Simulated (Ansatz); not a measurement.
An input for Ansatz 0.2.0 (Ta2O5 (Pmmn)):

```yaml
crystal:
  lattice:
    - [3.84085413, 0.0, 0.0]
    - [0.0, 13.0373230544, 0.0]
    - [0.0, 0.0, 3.8741645114]
  atoms:
    - { symbol: Ta, position: [0.0, 0.14579693, 0.02271197] }
    - { symbol: Ta, position: [0.5, 0.35420307, 0.97728803] }
    - { symbol: Ta, position: [0.5, 0.64579693, 0.97728803] }
    - { symbol: Ta, position: [0.0, 0.85420307, 0.02271197] }
    - { symbol: O, position: [0.5, 0.18522554, 0.00205837] }
    - { symbol: O, position: [0.0, 0.31477446, 0.99794163] }
    - { symbol: O, position: [0.0, 0.68522554, 0.99794163] }
    - { symbol: O, position: [0.5, 0.81477446, 0.00205837] }
    - { symbol: O, position: [0.0, 0.85107074, 0.50764741] }
    - { symbol: O, position: [0.5, 0.64892926, 0.49235259] }
    - { symbol: O, position: [0.5, 0.35107074, 0.49235259] }
    - { symbol: O, position: [0.5, 0.5, 0.99500122] }
    - { symbol: O, position: [0.0, 0.0, 0.00499878] }
    - { symbol: O, position: [0.0, 0.14892926, 0.50764741] }
kpoints:
  mp_grid: { grid: [4, 2, 4] }
hamiltonian:
  xc: lda
  pseudopotentials: { kind: paw, source: ansatz }
scf:
  occupations: { method: fixed }
gw:
  n_empty_bands: 440
  ecut_chi: 100
  qp_bands: [v4, c4]
  qp_kpoints: band_edges
  screening: { model: contour_deformation }
```

```sh
ansatz run input.yaml --threads 2 --pin off --max-ram 92160MiB --backend cuda --events-out ev --progress --plain --runs-dir out --devices 1 --max-vram 13GiB
```

Question: How long will it take on 1 × NVIDIA H100 80GB HBM3 (shared by 6 runs) with 2 threads of AMD EPYC 7R13 (Zen 3), shared host, and how much memory?

It took 1.9 min; on shared hardware allow 57 s to 3.8 min. Peak host memory was 3.9 GiB. The sizes that set the cost: 12573 plane waves a state, 18 irreducible k points, 524 bands summed, 433 plane waves in the screening and 12 SCF cycles.

The screening grows as filled bands × empty bands × pairs of k points, times the square of the screening basis for the matrix.

[Paths, hosts, dates, memory and timing lines, banners, echoed tables and standing remarks are left out of the program output.]

[Logs are printed without paths, hosts, clocks, repeated set-up lines and the standing remarks that a program may print on its own settings, such as how far it seeks lower states.]

[Runs of the session that timed out or met a known fault of the program may be left out.]

[Cells called generated may have been cut or substituted from an entry of the Crystallography Open Database or the Materials Project.]

[Hosts, paths, dates, database ids (printed as entryN), source tags and the programs' standing remarks are cut or masked in the printed files.]
